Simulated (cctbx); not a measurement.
**Which space group?**

Cell: a = 4.2070 Å, b = 4.2070 Å, c = 9.3470 Å, α = 90.00°, β = 90.00°, γ = 120.00°. Expected content of the cell: Ho2 Sn3 Fe1.

The data are simulated with cctbx, not measured: Mo Kα, λ = 0.71073 Å, to d = 0.75 Å, 70 % of the full sphere, strongest reflection 5000 counts, noise from counting, a 3 % proportional error and a noise floor of 4 counts (s.d.); no absorption, some extinction.

A first pass over the reflections prints:

```text
1020 reflections to d = 0.752 A
centring   violations  <I/sigma> of those
    A        364 of   522      9.7
    B        356 of   515      9.4
    C        344 of   509      9.4
    I        357 of   511      9.3
    R        441 of   670      9.4
    F        532 of   773      9.5
Laue class    unique    Rint  (classes that these axes allow; Friedel mates merged)
P -1              651   0.031
P 1 1 2/m         379   0.036
P -3              249   0.039
P -3 1 m          152   0.041
P -3 m 1          172   0.040
P 6/m             137   0.041
P 6/m m m         106   0.042
space group    extra absences  I>4sigma  <I/sigma>
P 6 2 2                 0          0         -  acentric
P 6 m m                 0          0         -  acentric
P -6 m 2                0          0         -  acentric
P -6 2 m                0          0         -  acentric
P 6/m m m               0          0         -  centric
Wilson B = 0.90 A^2   <|E^2-1|> = 0.973 (0.968 centric, 0.736 acentric)   E^2>4: 1.0 %
shell (A)         n   <I/sigma>
 9.35 - 1.50     20     27.3
 1.50 - 1.19     13     27.6
 1.19 - 1.04     12     26.3
 1.04 - 0.95     15     27.1
 0.95 - 0.88     12     19.1
 0.88 - 0.83     11     25.6
 0.83 - 0.79     11     25.9
 0.79 - 0.75     12     28.4
```

Q: Read the symmetry from these tables.

Every centring test has many violations, so the lattice is primitive.

Rint stays low (0.031 to 0.042) up to P 6/m m m, the highest class in these axes.

5 settings pass the absence test. No glide or screw absences show, which leaves P 6 2 2, P 6 m m, P -6 m 2, P -6 2 m and P 6/m m m.

⟨|E²−1|⟩ = 0.973 leans to a centrosymmetric structure. Here that hint misleads: the statistic assumes many like atoms on general positions, and few, heavy or special-position atoms break it. The Wilson B of 0.90 Å² means U ≈ 0.0114 Å².

The true group is P-6m2 (no. 187), Laue class 6/mmm, non-centrosymmetric. The tables only narrow the choice to the tied entries; cell content, site symmetry and trial solutions must settle it.

The model is made up (kin elements in a known structure type, no relaxation), so it says nothing on whether the phase exists.

[Logs are printed without paths, hosts, clocks, repeated set-up lines and the standing remarks that a program may print on its own settings, such as how far it seeks lower states.]
